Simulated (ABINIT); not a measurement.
Records of electronic-structure calculations.

```json
{"subject": "Quasiparticle gap of GaN (P6_3mc) in ABINIT", "lattice_ang": [[3.19, -0.0, 0.0], [-1.595, 2.7626, 0.0], [0.0, 0.0, 5.189]], "atoms": [["Ga", 0.6667, 0.3333, 0.0], ["Ga", 0.3333, 0.6667, 0.5], ["N", 0.6667, 0.3333, 0.375], ["N", 0.3333, 0.6667, 0.875]], "method": "RPA screening on PBE, plane waves, norm-conserving pseudopotentials (and 2 further levels or steps)", "program": "ABINIT 10.8.3", "settings": "cutoff 45 Ha, PseudoDojo scalar-relativistic 0.4 stringent, norm-conserving, potential set dojo-sr-pbe-0.4-stringent, ngkpt (3, 3, 2), nband 81, ecuteps 4.8 Ha, inclvkb 2, shiftk (0, 0, 0), symchi 1, awtr 1, frequency ppm, 3×3×2 k-mesh", "cost": "5 runs, 2 min in all on 4 MPI ranks of Arm Neoverse V2, shared host", "notes": "The database entry behind the starting cell has ideal inner coordinates that were not refined. The program’s warnings: nkpt*nsppol () is not a multiple of nproc spkpt (). The cell and positions come from the Crystallography Open Database and are kept as given unless a step says otherwise. Limits: no spin-orbit coupling. The 3×3×2 mesh is coarse for this cell, which bears on the long-range parts of exchange and screening.", "results": {"pbe_gap": "1.92 eV, direct", "g0w0_gap_on_the_mesh": "2.60 eV", "gw_settings": "3×3×2 mesh, 81 bands, screening to 130.6 eV, Godby-Needs plasmon pole", "known_limits": "short of the basis limit; no spin-orbit coupling; coarse k mesh"}}
```

[Long decimals in the printed logs are rounded to 6 places.]

[Logs are printed without paths, hosts, clocks, repeated set-up lines and the standing remarks that a program may print on its own settings, such as how far it seeks lower states.]

[Paths, hosts, dates, memory and timing lines, banners, echoed tables and standing remarks are left out of the program output; an Ansatz launch command may be rebuilt from the run's recorded settings. Measured values are a selection of at most five: reports struck by readers or far from the other reports are left out. None is set beside runs whose start may be inverted or whose files or cutoffs have a known fault.]

[Runs of the session that timed out or met a known fault of the program may be left out.]

[Hosts, paths, dates, database ids (printed as entryN), source tags and the programs' standing remarks are cut or masked in the printed files.]

[G0W0 gaps are taken among the corrected bands and points alone; a level outside them can change the order at an edge.]

[Where Ansatz stands beside ABINIT at settings called matched, ABINIT's density can come from a denser mesh and the files from another edition; pairs whose starting gaps differed by over 0.03 eV were left out, so agreement reads better than it is.]
